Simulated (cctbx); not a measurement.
# A crystallographic session in cctbx: Ho5Ag2Sb

Library: cctbx 2025.11. The data are simulated by the first script.

## 1. Simulate the data

run.py:

```python
from cctbx import adptbx, crystal, miller, sgtbx, xray
from cctbx.array_family import flex
from iotbx.shelx import hklf
from scitbx import matrix
import scitbx.random

cs = crystal.symmetry(unit_cell=(8.001, 8.001, 13.011, 90, 90, 90), space_group_symbol='Hall: -I 4 2c')  # I4/mcm
atoms = [  # label, site, U (iso, or U11 U22 U33 U12 U13 U23 in A^2), occupancy
    ("Ho1", (0.3397, 0.1603, 0.1396), (0.0044, 0.0044, 0.0041, 0.0010, 0.0003, -0.0003), 1),
    ("Ho2", (0, 0, 0), (0.0050, 0.0050, 0.0050, 0.0000, -0.0000, 0.0000), 1),
    ("Sb1", (0.5, 0.5, 0.25), (0.0061, 0.0061, 0.0060, 0.0000, 0.0000, 0.0000), 1),
    ("Ag1", (0.1353, 0.3647, 0), (0.0066, 0.0066, 0.0051, 0.0005, 0.0000, 0.0000), 1),
]
xs = xray.structure(crystal_symmetry=cs)
for label, site, u, occ in atoms:
    u = adptbx.u_cif_as_u_star(cs.unit_cell(), u) if isinstance(u, tuple) else u
    xs.add_scatterer(xray.scatterer(label, site=site, u=u, occupancy=occ))
xs.set_inelastic_form_factors(0.71073, "sasaki")
xs.show_summary()
p1 = xs.expand_to_p1()
ms = miller.build_set(p1, anomalous_flag=True, d_min=1.1)
flex.set_random_seed(873277)
scitbx.random.set_random_seed(873277)
ms = ms.select(flex.random_double(ms.size()) < 0.5)
i = ms.structure_factors_from_scatterers(p1, algorithm="direct").f_calc().as_intensity_array().data()
i = i * 40000 / flex.max(i)
sig = flex.sqrt(i + flex.pow2(0.02 * i) + 8 ** 2)
noise = scitbx.random.variate(scitbx.random.normal_distribution())(i.size())
data = ms.array(data=i + sig * noise, sigmas=sig).set_observation_type_xray_intensity()
with open("data.hkl", "w") as f:
    data.export_as_shelx_hklf(f)
print("reflections written:", data.size(), " <I/sigma> = %.1f" % flex.mean(data.data() / data.sigmas()))
for h, a, b in list(data.sort("data"))[:12]:
    print("%4d%4d%4d %9.1f %7.1f" % (h + (a, b)))
```

```console
$ python run.py
```

```text
Number of scatterers: 4
At special positions: 4
Unit cell: (8.001, 8.001, 13.011, 90, 90, 90)
Space group: I 4/m c m (No. 140)
reflections written: 1265  <I/sigma> = 12.1
   0  -6   0   40301.7   824.7
   1   3   0   39755.0   807.0
   6   0   0   39620.0   824.7
   1  -3   0   37827.5   807.0
   3   3   4   28346.1   578.5
   3  -3  -4   27629.6   578.5
  -3   3  -4   27118.5   578.5
   3   3  -4   27108.9   578.5
  -3  -3  -4   26942.2   578.5
   1   2   3   26647.3   550.7
   2  -1   3   26453.3   550.7
   1   2  -3   26396.0   550.7
```

Run time: 0.27 s on 1 thread of Arm Neoverse V2 (shared host), peak memory 0.07 GiB.

## 2. Refinement (right model)

run.py:

```python
import math
from cctbx import adptbx, crystal, maptbx, sgtbx, xray
from cctbx.array_family import flex
from cctbx.xray import observations
from iotbx.shelx import hklf
from scitbx.lstbx import normal_eqns_solving
from smtbx import absolute_structure, utils
from smtbx.refinement import constraints, least_squares

cs = crystal.symmetry(unit_cell=(8.001, 8.001, 13.011, 90, 90, 90), space_group_symbol='Hall: -I 4 2c')  # I4/mcm
atoms = [  # label, site, U (iso, or U11 U22 U33 U12 U13 U23 in A^2), occupancy
    ("Ho1", (0.3377, 0.1623, 0.1388), 0.0200, 1),
    ("Ho2", (0, 0, 0), 0.0200, 1),
    ("Sb1", (0.5, 0.5, 0.25), 0.0200, 1),
    ("Ag1", (0.1366, 0.3634, 0), 0.0200, 1),
]
xs = xray.structure(crystal_symmetry=cs)
for label, site, u, occ in atoms:
    u = adptbx.u_cif_as_u_star(cs.unit_cell(), u) if isinstance(u, tuple) else u
    xs.add_scatterer(xray.scatterer(label, site=site, u=u, occupancy=occ))
xs.set_inelastic_form_factors(0.71073, "sasaki")
raw = hklf.reader(file_name="data.hkl").as_miller_arrays(crystal_symmetry=cs, anomalous=True)[0]
merged = raw.eliminate_sys_absent().merge_equivalents()
fo2 = merged.array().set_observation_type_xray_intensity()
print("Rint %.3f, %d unique reflections to %.2f A" % (merged.r_int(), fo2.size(), fo2.d_min()))
for sc in xs.scatterers():
    sc.flags.set_grad_site(True)
    sc.flags.set_grad_u_aniso(sc.flags.use_u_aniso())
    sc.flags.set_grad_u_iso(sc.flags.use_u_iso())
obs = fo2.as_xray_observations()
extra = {}
rep = constraints.reparametrisation(xs, [], utils.connectivity_table(xs), **extra)
ls = least_squares.crystallographic_ls(obs, rep, weighting_scheme=least_squares.mainstream_shelx_weighting(a=0, b=0))
print("cycle     R1     wR2    GooF  max shift (A)")
for cycle in range(8):
    ls.build_up()
    r1, wr2, goof = ls.r1_factor(cutoff_factor=2)[0], ls.wR2(), ls.goof()
    old = xs.sites_cart()
    normal_eqns_solving.levenberg_marquardt_iterations(ls, n_max_iterations=3, tau=1e-06, step_threshold=1e-7)
    big = flex.max((xs.sites_cart() - old).norms())
    print("%4d %7.4f %7.4f %7.3f %9.5f" % (cycle + 1, r1, wr2, goof, big))
    ls.build_up(objective_only=True)
    if abs(ls.wR2() - wr2) < 5e-5 and big < 5e-4:
        break
ls.build_up()
print("final R1 %.4f wR2 %.4f GooF %.3f  parameters %d  data/parameter %.1f" % (ls.r1_factor(cutoff_factor=2)[0], ls.wR2(), ls.goof(), ls.n_parameters, fo2.size() / ls.n_parameters))
cov = ls.covariance_matrix_and_annotations()
su = dict(zip(cov.annotations, (math.sqrt(max(v, 0)) for v in cov.matrix.matrix_packed_u_diagonal())))
a2 = cs.unit_cell().reciprocal_parameters()[0] ** -2
print("atom        x        y        z      Ueq    occ   su(xyz)  su(Uiso or U11)")
for sc in xs.scatterers():
    s = max(su.get(sc.label + k, 0) for k in (".x", ".y", ".z"))
    npd = "" if sc.is_positive_definite_u(cs.unit_cell()) else "  NPD"
    print("%-5s %8.5f %8.5f %8.5f %8.4f %6.3f %8.5f %7.4f%s" % ((sc.label,) + sc.site + (sc.u_iso_or_equiv(cs.unit_cell()), sc.occupancy, s, su.get(sc.label + ".uiso", su.get(sc.label + ".u11", 0) * a2), npd)))
fo = fo2.f_sq_as_f()
fc = fo.structure_factors_from_scatterers(xs, algorithm="direct").f_calc()
diff = fo.f_obs_minus_f_calc(1 / math.sqrt(ls.scale_factor()), fc).average_bijvoet_mates()
m = diff.fft_map(symmetry_flags=maptbx.use_space_group_symmetry, resolution_factor=0.25).apply_volume_scaling()
print("difference map: max %.2f min %.2f rms %.2f" % (m.statistics().max(), m.statistics().min(), m.statistics().sigma()))
peaks = m.peak_search(parameters=maptbx.peak_search_parameters(min_distance_sym_equiv=0.6, max_clusters=6)).all()
near = xs.closest_distances(peaks.sites(), distance_cutoff=4)
sps = cs.special_position_settings(min_distance_sym_equiv=0.5)
for k, (x, h) in enumerate(zip(peaks.sites(), peaks.heights())):
    ss = sps.site_symmetry(x)
    print("Q%-3d %7.4f %7.4f %7.4f %4d %7.2f  %.2f A from %s" % ((k + 1,) + tuple(t % 1 for t in ss.exact_site()) + (ss.multiplicity(), h, near.smallest_distances[k], xs.scatterers()[near.i_seqs[k]].label)))
```

```console
$ python run.py
```

```text
Rint 0.017, 98 unique reflections to 1.11 A
cycle     R1     wR2    GooF  max shift (A)
   1  0.0816  0.1921  13.942   0.02509
   2  0.0076  0.0231   1.678   0.00000
final R1 0.0076 wR2 0.0231 GooF 1.678  parameters 7  data/parameter 14.0
atom        x        y        z      Ueq    occ   su(xyz)  su(Uiso or U11)
Ho1    0.33972  0.16028  0.13959   0.0039  1.000  0.00004  0.0003
Ho2    0.00000  0.00000  0.00000   0.0044  1.000  0.00000  0.0004
Sb1    0.50000  0.50000  0.25000   0.0055  1.000  0.00000  0.0004
Ag1    0.13538  0.36462  0.00000   0.0058  1.000  0.00009  0.0004
difference map: max 0.38 min -0.60 rms 0.11
Q1    0.0894  0.0894  0.2500   16    0.39  1.01 A from Sb1
Q2    0.0000  0.0000  0.1482    8    0.38  1.32 A from Sb1
Q3    0.0995  0.2819  0.3758   32    0.35  0.70 A from Ho1
Q4    0.0686  0.4314  0.0000    8    0.31  0.76 A from Ag1
Q5    0.0586  0.4414  0.3002   16    0.30  1.39 A from Ho1
Q6    0.1567  0.1833  0.1670   32    0.27  1.52 A from Ho1
```

Time: 0.44 s.

## 3. Simulate the data

run.py, as its changes from the last script of this kind:

```diff
@@ -21 +21 @@
-ms = miller.build_set(p1, anomalous_flag=True, d_min=1.1)
+ms = miller.build_set(p1, anomalous_flag=True, d_min=0.84)
```

```console
$ python run.py
```

```text
Number of scatterers: 4
At special positions: 4
Unit cell: (8.001, 8.001, 13.011, 90, 90, 90)
Space group: I 4/m c m (No. 140)
reflections written: 2918  <I/sigma> = 11.1
   0   6   0   40477.9   824.7
   0  -6   0   40203.6   824.7
   6   0   0   40168.4   824.7
  -3   1   0   39874.3   807.0
  -1  -3   0   39521.0   807.0
  -6   0   0   38862.7   824.7
   1   3   0   37710.6   807.0
  -3   3   4   28056.5   578.5
  -3   3  -4   27810.7   578.5
  -2  -1  -3   26858.9   550.7
  -2  -1   3   26828.1   550.7
  -1  -2   3   26089.1   550.7
```

Time: 0.28 s.

## 4. Refinement (right model)

run.py, as its changes from the last script of this kind:

```diff
@@ -12 +12 @@
-    ("Ho1", (0.3377, 0.1623, 0.1388), 0.0200, 1),
+    ("Ho1", (0.3374, 0.1626, 0.1381), 0.0200, 1),
@@ -15 +15 @@
-    ("Ag1", (0.1366, 0.3634, 0), 0.0200, 1),
+    ("Ag1", (0.1362, 0.3638, 0), 0.0200, 1),
@@ -21,0 +22 @@
+xs.convert_to_anisotropic()
```

```console
$ python run.py
```

```text
Rint 0.019, 215 unique reflections to 0.84 A
cycle     R1     wR2    GooF  max shift (A)
   1  0.1320  0.2997  20.496   0.03231
   2  0.0064  0.0143   0.976   0.00000
final R1 0.0064 wR2 0.0143 GooF 0.976  parameters 14  data/parameter 15.4
atom        x        y        z      Ueq    occ   su(xyz)  su(Uiso or U11)
Ho1    0.33967  0.16033  0.13960   0.0043  1.000  0.00001  0.0001
Ho2    0.00000  0.00000  0.00000   0.0049  1.000  0.00000  0.0001
Sb1    0.50000  0.50000  0.25000   0.0061  1.000  0.00000  0.0001
Ag1    0.13530  0.36470  0.00000   0.0061  1.000  0.00003  0.0001
difference map: max 0.65 min -0.34 rms 0.13
Q1    0.0000  0.5000  0.0000    4    0.65  1.53 A from Ag1
Q2    0.1516  0.1481  0.0000   16    0.48  1.70 A from Ho2
Q3    0.0538  0.2677  0.0000   16    0.44  1.01 A from Ag1
Q4    0.0000  0.0000  0.1219    8    0.40  1.59 A from Ho2
Q5    0.0836  0.2825  0.4627   32    0.38  1.54 A from Ho1
Q6    0.1456  0.2021  0.2001   32    0.38  1.77 A from Ho1
```

Time: 0.44 s.

## 5. Simulate the data

run.py, as its changes from the last script of this kind:

```diff
@@ -21 +21 @@
-ms = miller.build_set(p1, anomalous_flag=True, d_min=0.84)
+ms = miller.build_set(p1, anomalous_flag=True, d_min=0.6)
```

```console
$ python run.py
```

```text
Number of scatterers: 4
At special positions: 4
Unit cell: (8.001, 8.001, 13.011, 90, 90, 90)
Space group: I 4/m c m (No. 140)
reflections written: 8095  <I/sigma> = 10.3
   0   6   0   40549.3   824.7
  -3  -1   0   39895.1   807.0
  -3   1   0   39337.9   807.0
   0  -6   0   39139.5   824.7
  -1  -3   0   38786.1   807.0
  -1   3   0   38278.6   807.0
  -3   3  -4   27800.9   578.5
   2   1  -3   27445.7   550.7
   1  -2   3   27031.6   550.7
  -1  -2  -3   26621.6   550.7
  -1  -2   3   26544.8   550.7
  -2   1  -3   26201.4   550.7
```

Time: 0.31 s.

## 6. Refinement (right model)

run.py, as its changes from the last script of this kind:

```diff
@@ -12 +12 @@
-    ("Ho1", (0.3374, 0.1626, 0.1381), 0.0200, 1),
+    ("Ho1", (0.3409, 0.1591, 0.1398), 0.0200, 1),
@@ -15 +15 @@
-    ("Ag1", (0.1362, 0.3638, 0), 0.0200, 1),
+    ("Ag1", (0.1371, 0.3629, 0), 0.0200, 1),
```

```console
$ python run.py
```

```text
Rint 0.021, 567 unique reflections to 0.60 A
cycle     R1     wR2    GooF  max shift (A)
   1  0.2037  0.4283  27.103   0.02004
   2  0.0067  0.0149   0.943   0.00000
final R1 0.0067 wR2 0.0149 GooF 0.943  parameters 14  data/parameter 40.5
atom        x        y        z      Ueq    occ   su(xyz)  su(Uiso or U11)
Ho1    0.33971  0.16029  0.13959   0.0043  1.000  0.00001  0.0000
Ho2    0.00000  0.00000  0.00000   0.0050  1.000  0.00000  0.0000
Sb1    0.50000  0.50000  0.25000   0.0061  1.000  0.00000  0.0001
Ag1    0.13533  0.36467  0.00000   0.0061  1.000  0.00002  0.0000
difference map: max 0.82 min -0.77 rms 0.17
Q1    0.0656  0.4344  0.2081   16    0.89  2.15 A from Ho1
Q2    0.1296  0.3704  0.5000    8    0.70  1.85 A from Ho1
Q3    0.0452  0.4548  0.2690   16    0.67  1.76 A from Ho1
Q4    0.0000  0.0000  0.1836    8    0.62  0.86 A from Sb1
Q5    0.2011  0.2989  0.0420   16    0.59  0.92 A from Ag1
Q6    0.0850  0.4150  0.3619   16    0.59  0.85 A from Ho1
```

It took 0.45 s on 1 thread of Arm Neoverse V2, with other jobs on the host, peak memory 0.09 GiB.

[Logs are printed without paths, hosts, clocks, repeated set-up lines and the standing remarks that a program may print on its own settings, such as how far it seeks lower states.]
